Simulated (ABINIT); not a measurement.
Planning a run of ABINIT 10.8.3 on Cs2InAgCl6 (Fm-3m). The input:

```
acell 3*1.0 Angstrom
rprim 
  0.000000000000 5.234500000000 5.234500000000
  5.234500000000 0.000000000000 5.234500000000
  5.234500000000 5.234500000000 0.000000000000
ntypat 4
znucl 55 49 47 17
natom 10
typat 1 1 2 3 4 4 4 4 4 4
xred 
  0.250000000000 0.250000000000 0.250000000000
  0.750000000000 0.750000000000 0.750000000000
  0.000000000000 0.000000000000 0.000000000000
  0.500000000000 0.500000000000 0.500000000000
  0.760210000000 0.239790000000 0.239790000000
  0.239790000000 0.760210000000 0.239790000000
  0.239790000000 0.760210000000 0.760210000000
  0.760210000000 0.239790000000 0.760210000000
  0.239790000000 0.239790000000 0.760210000000
  0.760210000000 0.760210000000 0.239790000000
pp_dirpath "pseudos"
pseudos "Cs.upf, In.upf, Ag.upf, Cl.upf"
ecut 39
ngkpt 2 2 2
nshiftk 1
shiftk 0 0 0
kptopt 1
chksymbreak 0
istwfk *1
occopt 1
irdwfk 1
optdriver 4
nband 190
gwcalctyp 0
ecutsigx 39
symsigma 1
nkptgw 1
kptgw 
  0.0000000000 0.0000000000 0.0000000000
bdgw 
  49 52
ecuteps 3.6
irdscr 1
ppmodel 1
indata_prefix "in"
outdata_prefix "out"
tmpdata_prefix "tmp"
```

```sh
OMP_NUM_THREADS=1 mpirun -n 4 abinit run.abi > log
```

Question: How long will it take on 4 MPI ranks of Arm Neoverse V1, shared host, and how much memory?

It took 20 s; on shared hardware allow 10 s to 40 s. Peak host memory was 2.7 GiB.

[Paths, hosts, dates, memory and timing lines, banners, echoed tables and standing remarks are left out of the program output.]

[Logs are printed without paths, hosts, clocks, repeated set-up lines and the standing remarks that a program may print on its own settings, such as how far it seeks lower states.]

[Runs of the session that timed out or met a known fault of the program may be left out.]

[Hosts, paths, dates, database ids (printed as entryN), source tags and the programs' standing remarks are cut or masked in the printed files.]

[G0W0 gaps are taken among the corrected bands and points alone; a level outside them can change the order at an edge.]

[Where Ansatz stands beside ABINIT at settings called matched, ABINIT's density can come from a denser mesh and the files from another edition; pairs whose starting gaps differed by over 0.03 eV were left out, so agreement reads better than it is.]
